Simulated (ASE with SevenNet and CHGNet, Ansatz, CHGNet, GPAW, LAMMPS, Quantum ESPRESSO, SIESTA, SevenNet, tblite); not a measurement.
# Amorphous polyacrylonitrile (as short chains C14N4H18) at 540 K (108 atoms) in machine-learned potentials

Wanted: machine-learned potentials inputs and outputs for amorphous polyacrylonitrile (as short chains C14N4H18) at 540 K (108 atoms), checked against a plane-wave reference.

Calculated with ASE with SevenNet and CHGNet; the method is named at each step.

## Step 1: Set-up

The cell holds 108 atoms: 42 C, 12 N and 54 H. Cell: a = 10.877 Å, b = 10.877 Å, c = 10.877 Å, α = 90.0°, β = 90.0°, γ = 90.0°. 3 polyacrylonitrile chains of 4 units with methyl end groups placed at random, at 0.938 g/cm³; overlaps pushed apart, then 20 ps at 800 K with MMFF94 bonds, angles, torsions, charges and radii (Halgren, J. Comput. Chem. 17, 490 (1996)) in harmonic and 12-6 forms. Snapshot after 30 ps at 540 K and fixed volume.

The yardstick, on the same geometry:

| Quantity | Value |
| --- | --- |
| method | Kohn-Sham DFT, PBE, SSSP efficiency 1.3.0 pseudopotentials, plane waves (Quantum ESPRESSO 7.5); sssp-pbe-1.3.0-efficiency, cutoffs 60/480 Ry, Γ point |
| r.m.s. force component | 1.089 eV/Å |
| longest force | 4.772 eV/Å |
| pressure | 1.539 GPa |
| gap (highest filled to lowest empty level) | 5.451 eV |
| time | 89 s on 4 MPI ranks of Arm Neoverse V1, shared host |
| CPU time | 5.9 min |

## Step 2: SevenNet 0 potential

Method: machine-learned interatomic potential SevenNet 0, trained on PBE(+U) plane-wave data.

The input, run.py:

```python
import numpy as np
from ase.io import read
import mlip  # loads the published weights by name

atoms = read("structure.xyz")
atoms.calc = mlip.calc("7net-0")
energy = atoms.get_potential_energy()
forces = atoms.get_forces()
print(f"energy {energy:.6f} eV")
print("forces (eV/A)")
for i, (a, f) in enumerate(zip(atoms, forces)):
    print(f"{i:4d} {a.symbol:2s} {f[0]:10.5f} {f[1]:10.5f} {f[2]:10.5f}")
stress = -atoms.get_stress(voigt=False) * 160.21766
print("stress (GPa, compression positive)")
for row in stress:
    print(" ".join(f"{x:10.4f}" for x in row))
```

The input, structure.xyz:

```xyz
108
Lattice="10.87734 0.00000 0.00000 0.00000 10.87734 0.00000 0.00000 0.00000 10.87734" Properties=species:S:1:pos:R:3 pbc="T T T"
C 5.18719 3.07818 8.16421
C 5.16500 2.66952 9.55030
C 3.82469 2.20277 9.92285
C 2.83039 3.28583 10.13181
N 1.97000 4.06334 10.21665
C 4.10870 1.49281 0.38038
C 2.83681 0.82657 0.87008
C 2.68355 10.37220 0.38201
N 2.66451 9.37213 10.69841
C 2.78884 0.89444 2.37909
C 2.31948 2.15230 3.20436
C 0.94328 2.40117 2.98866
N 10.63902 2.38790 2.81332
C 3.19946 3.45366 3.02858
C 2.77394 4.71293 3.94064
C 2.46905 4.28904 5.22743
N 1.99262 4.12219 6.29809
C 3.88332 5.78751 3.87103
H 4.48843 3.93151 8.00061
H 6.15940 3.30856 7.79198
H 4.73839 2.27956 7.53854
H 5.46847 3.47216 10.28170
H 5.89856 1.87395 9.68323
H 3.49902 1.46170 9.19244
H 4.48940 2.16165 1.12874
H 4.90253 0.70170 0.30924
H 1.94280 1.34574 0.66276
H 2.11564 0.07005 2.67583
H 3.74159 0.77294 2.90120
H 2.38083 1.80847 4.28578
H 3.11070 3.80152 2.00197
H 4.19474 3.23644 3.20294
H 1.79443 5.13149 3.53796
H 3.59474 6.75929 4.29981
H 4.22389 5.96785 2.82626
H 4.64158 5.61499 4.60949
C 0.82940 8.40851 5.17435
C 1.42439 7.39452 6.20715
C 1.22794 7.90978 7.65547
C 10.63086 7.91033 7.95308
N 9.44327 7.92305 7.97744
C 2.03036 7.20569 8.81956
C 3.49913 6.99043 8.54382
C 4.33897 6.52771 9.71999
N 4.95811 6.23946 10.64478
C 4.31526 8.09948 7.88248
C 5.78914 7.84039 7.61958
C 6.31506 6.63746 6.94420
N 6.62278 5.68830 6.37499
C 6.38500 9.02493 6.92593
C 5.85147 9.13729 5.46945
C 5.45466 10.49990 5.16652
N 5.00847 0.73792 5.03338
C 6.92832 8.76724 4.48353
H 0.56562 7.92523 4.19887
H 10.76900 8.84676 5.50480
[... 48 atom lines left out ...]
H 9.95995 3.24569 4.95615
H 7.61044 3.52328 5.08907
H 7.34231 2.06920 6.15842
H 8.02378 1.85665 4.47635
```

Launch:

```bash
> OMP_NUM_THREADS=1 python run.py > output.txt
```

The log of the run:

```text
energy -665.833740 eV
forces (eV/A)
   0 C    -1.57448    0.71729   -1.90378
   1 C     1.28337    1.03045    1.44516
   2 C    -0.43797   -0.10981    1.74953
   3 C     0.66817   -1.09284   -0.62674
   4 N    -0.07544    0.48759    0.15891
   5 C    -0.49361   -1.30785   -0.62631
   6 C     0.86002    1.00556    1.51773
   7 C     0.29103    1.25680    0.41824
   8 N    -0.12858   -2.02375   -0.89543
   9 C    -0.24467   -0.38579    2.08062
  10 C     1.03723    0.39630    0.30513
  11 C    -3.84632   -0.25571   -0.78341
  12 N     2.77046    0.38676    0.42355
  13 C    -3.06610    0.66149    0.32337
  14 C     0.19225    0.00868   -2.77588
  15 C    -1.28151   -0.25722    3.30725
  16 N     0.93714   -0.07877   -1.14159
  17 C    -0.64802    0.65057   -0.13071
  18 H     0.50340   -0.14289   -0.03285
  19 H     0.80551    0.31519   -0.35721
  20 H     0.34762    0.06148   -0.19414
  21 H    -0.10408   -0.38384   -0.63344
  22 H     0.28321   -0.30066    0.17102
  23 H    -0.60832    0.02525   -0.15076
[...]
100 H     0.41868    0.00330   -0.02769
 101 H     0.34547   -0.41972   -0.08995
 102 H    -0.36533   -0.51498   -0.25517
 103 H    -0.25726   -0.37246    0.44823
 104 H    -0.64960   -0.09013    1.09321
 105 H    -0.77361   -0.00552   -0.08894
 106 H     0.04896    0.18917   -0.10935
 107 H    -0.22800    0.63673    0.80337
stress (GPa, compression positive)
    0.8141    -0.5034    -0.2004
   -0.5034     0.7250    -0.0367
   -0.2004    -0.0367     0.7701
```

Wall time 9.3 s (1 thread of Arm Neoverse V1, shared host); peak memory 1.1 GiB.

Banners, paths, timers and routine set-up lines are dropped from the logs unmarked, and long logs keep their key lines alone; longer cuts are marked.

Against the reference:

```
r.m.s. force component                  : 1.036 eV/Å
r.m.s. difference of force components   : 206.6 meV/Å
longest difference of force vectors     : 1070 meV/Å
force difference over r.m.s. force      : 18.96 %
slope of forces against the reference's : 0.9341
correlation of force components         : 0.9824
pressure                                : 0.7697 GPa
pressure difference                     : -0.7693 GPa
```

Length of the force difference by element (eV/Å):

```tsv
element	atoms	mean	most
C	42	0.45	1.1
H	54	0.15	0.36
N	12	0.39	0.57
```

Local excerpt of 12 atoms (numbers count through the whole input) about H104, picked at random; x, y, z are measured from there.

```tsv
atom	x	y	z	distance (Å)	bonds	Fx	Fy	Fz (eV/Å)
H104	0.00	0.00	0.00	0.00	1	-0.26	-0.37	0.45
C86	0.69	-0.82	0.24	1.10	4	1.44	-0.53	0.02
H103	1.69	-0.31	0.27	1.74	1	-0.37	-0.51	-0.26
C87	0.63	-1.81	-1.02	2.17	4	0.39	0.89	0.23
C83	0.52	-1.40	1.73	2.29	4	0.04	-0.59	-0.74
H106	-1.13	-1.09	-1.78	2.37	1	-0.77	-0.01	-0.09
N49	-2.11	1.07	-0.49	2.42	1	0.73	-1.81	-1.12
H100	-0.36	0.44	2.39	2.45	1	-0.69	0.25	-0.31
H102	-0.48	-1.87	1.81	2.64	1	0.35	-0.42	-0.09
H105	1.22	-1.37	-1.91	2.65	1	-0.65	-0.09	1.09
C90	-0.77	-2.08	-1.48	2.67	4	-0.14	-0.21	-1.16
C82	0.44	-0.22	2.68	2.72	4	0.14	0.17	0.29
```

Atoms are counted from 1 here, from 0 in the log.

Forces lie 19 % from the reference's, at 0.026 times its CPU time (on 1 against 4 cores).

## Step 3: SevenNet l3i5 potential

Method: machine-learned interatomic potential SevenNet l3i5, trained on PBE(+U) plane-wave data.

run.py: that of step 2 with these lines changed.

```diff
@@ -5,3 +5,3 @@
 atoms = read("structure.xyz")
-atoms.calc = mlip.calc("7net-0")
+atoms.calc = mlip.calc("7net-l3i5")
 energy = atoms.get_potential_energy()
```

structure.xyz is that of step 2.

The log of the run:

```text
energy -663.510132 eV
forces (eV/A)
   0 C    -1.59272    0.75605   -2.02883
   1 C     1.48570    1.17780    1.52577
   2 C     0.00098   -0.70965    1.74338
   3 C     0.35541   -0.85250   -0.68166
   4 N     0.11234    0.41239    0.23255
   5 C    -0.50202   -1.28876   -0.73473
   6 C     0.80910    0.95300    1.82537
   7 C     0.21553    1.21229    0.25233
   8 N    -0.09438   -2.15090   -0.79576
   9 C    -0.23055   -0.47579    2.14240
  10 C     1.54716    0.26625    0.62045
  11 C    -4.59881   -0.20057   -0.93095
  12 N     2.93605    0.43684    0.39016
  13 C    -3.38541    0.74705    0.44642
  14 C     0.29498    0.04180   -3.57306
  15 C    -1.56737   -0.37508    4.15732
  16 N     1.04878   -0.13703   -1.31872
  17 C    -0.68482    0.61160   -0.16137
  18 H     0.50704   -0.09603   -0.13678
  19 H     0.84815    0.37634   -0.42587
  20 H     0.38484    0.08750   -0.11070
  21 H    -0.04270   -0.30800   -0.66049
  22 H     0.10635   -0.34547    0.06987
  23 H    -0.78223    0.09442   -0.13926
[...]
100 H     0.49817    0.08592   -0.05833
 101 H     0.44987   -0.57292   -0.09174
 102 H    -0.31047   -0.52650   -0.18810
 103 H    -0.31350   -0.34559    0.55501
 104 H    -0.81202   -0.19933    1.30639
 105 H    -0.88005   -0.04472   -0.15506
 106 H    -0.00647    0.18417   -0.10643
 107 H    -0.31630    0.63110    0.76930
stress (GPa, compression positive)
    1.8254    -0.5131    -0.2508
   -0.5131     1.6001    -0.0288
   -0.2508    -0.0288     1.5291
```

Elapsed: 13 s, on 1 thread; peak memory 1.8 GiB.

Numbers from this run, and their distance from the reference:

| Quantity | Value |
| --- | --- |
| r.m.s. force component | 1.102 eV/Å |
| r.m.s. difference of force components | 152.2 meV/Å |
| longest difference of force vectors | 697.3 meV/Å |
| force difference over r.m.s. force | 13.97 % |
| slope of forces against the reference's | 1.002 |
| correlation of force components | 0.9904 |
| pressure | 1.651 GPa |
| pressure difference | 0.1125 GPa |

Against the first run (19 %), the force difference from the reference is 14 %, at 1.4 times the CPU time.

## Step 4: CHGNet 0.3.0 potential

Method: machine-learned interatomic potential CHGNet 0.3.0, trained on PBE(+U) plane-wave data.

run.py: that of step 3 with these lines changed.

```diff
@@ -5,3 +5,3 @@
 atoms = read("structure.xyz")
-atoms.calc = mlip.calc("7net-l3i5")
+atoms.calc = mlip.calc("chgnet-0.3.0")
 energy = atoms.get_potential_energy()
```

structure.xyz is that of step 3.

The log of the run:

```text
CHGNet v0.3.0 initialized with 412,525 parameters
CHGNet will run on cpu
energy -669.993347 eV
forces (eV/A)
   0 C    -1.70097    0.55454   -1.95571
   1 C     1.59407    0.87599    1.54143
   2 C    -0.26205   -0.46710    1.40023
   3 C     0.38759   -0.82141   -0.62780
   4 N    -0.23141    0.77147    0.24744
   5 C    -0.00868   -1.11914   -0.40321
   6 C     0.77472    0.60989    1.59064
   7 C     0.04742    1.29306    0.09146
   8 N    -0.21048   -2.20447   -0.86064
   9 C    -0.04635   -0.22607    1.93973
  10 C     1.39061    0.10014    0.34295
  11 C    -3.81924   -0.05639   -0.46383
  12 N     2.40842    0.35486    0.32513
  13 C    -2.89648    0.80792    0.42862
  14 C     0.31910   -0.28128   -2.65858
  15 C    -1.60656   -0.09289    2.95367
  16 N     0.83905   -0.12182   -0.93350
  17 C    -0.73651    0.58994   -0.25995
  18 H     0.48306   -0.13636   -0.01761
  19 H     0.78510    0.36430   -0.30758
  20 H     0.34586    0.11656   -0.06517
  21 H    -0.08853   -0.32953   -0.62792
  22 H     0.17211   -0.28015    0.10754
  23 H    -0.60637   -0.02856   -0.18524
[...]
100 H     0.51535    0.09988   -0.11218
 101 H     0.45190   -0.43060   -0.10326
 102 H    -0.29531   -0.52817   -0.21564
 103 H    -0.25302   -0.23315    0.38436
 104 H    -0.61575   -0.20704    1.18655
 105 H    -0.67156   -0.01990   -0.09319
 106 H    -0.03071    0.10767   -0.15828
 107 H    -0.28722    0.65932    0.78824
stress (GPa, compression positive)
    1.8108    -0.7842    -0.1023
   -0.7842     1.3878    -0.0360
   -0.1023    -0.0360     0.7302
```

It took 5.6 s on 1 thread; peak memory 2 GiB.

Numbers from this run, and their distance from the reference:

```yaml
r_m_s_force_component: 1.001 eV/Å
r_m_s_difference_of_force_components: 272.1 meV/Å
longest_difference_of_force_vectors: 1107 meV/Å
force_difference_over_r_m_s_force: 24.98 %
slope_of_forces_against_the_reference_s: 0.8913
correlation_of_force_components: 0.9696
pressure: 1.31 GPa
pressure_difference: -0.2294 GPa
```

Against the first run (19 %), the force difference from the reference is 25 %, at 0.58 times the CPU time.

## Step 5: All runs compared

Differences are against the plane-wave reference, forces as r.m.s. over components; share is that over the reference's r.m.s. force, slope the least-squares factor from reference forces to these. Total energies of different programs have different zeros and aren't compared.

```tsv
run	Δ force, r.m.s. (meV/Å)	share (%)	slope	Δ pressure (GPa)	cores	CPU time	memory (GiB)
reference	-	-	-	-	4	5.9 min	2.8
SevenNet 0 potential	207	19.0	0.934	-0.769	1	9.2 s	1.1
SevenNet l3i5 potential	152	14.0	1.002	0.113	1	12 s	1.8
CHGNet 0.3.0 potential	272	25.0	0.891	-0.229	1	5.4 s	2.0
```

Times of the machine-learned potentials are mostly Python's start and the loading of weights.

CPU time is summed over cores on a shared host, where runs went side by side, so it is rough. Symmetry, cutoffs, thresholds, outputs and thread counts weren't matched or tuned between programs; memory under MPI is the largest rank's times the ranks.

## Step 6: Summary of results

```json
{
  "nearest in forces": "SevenNet l3i5 potential, 14 %",
  "its CPU time": "12 s"
}
```

What this shows: Machine-learned potentials differ by 14 % (SevenNet l3i5 potential) to 25 % (CHGNet 0.3.0 potential); they were trained on other programs' data. The reference's pressure holds the uncorrected Pulay stress of its 60 Ry basis, so small pressure differences, and their order, may be the reference's own error. Machine-learned potentials mimic data converged in k, so the reference's own k-point error enters their differences. The network of contacts between molecules at the start is that of the classical potential that made the cell, and needn't be the one that DFT or experiment would give. The reference's PBE has no dispersion term, which matters for the binding between molecules or layers. The density was typed from a rule of thumb and may lie off the real one at this temperature. The electronic-structure runs sample only Γ, in a cell whose shortest periodic width is 11 Å.

[Also dropped from logs without a mark: logging warnings of Python, and SIESTA's first energy breakdown and zero terms.]

[Logs are printed without paths, hosts, clocks, repeated set-up lines and the standing remarks that a program may print on its own settings, such as how far it seeks lower states.]

[Hosts, paths, dates, database ids (printed as entryN), source tags and the programs' standing remarks are cut or masked in the printed files.]

[The MMFF94 radii named for the starting cell were scaled by 0.96; in molecules described by MMFF94, hydrogen bound to N, O or S took a small fixed 12-6 site in their place.]
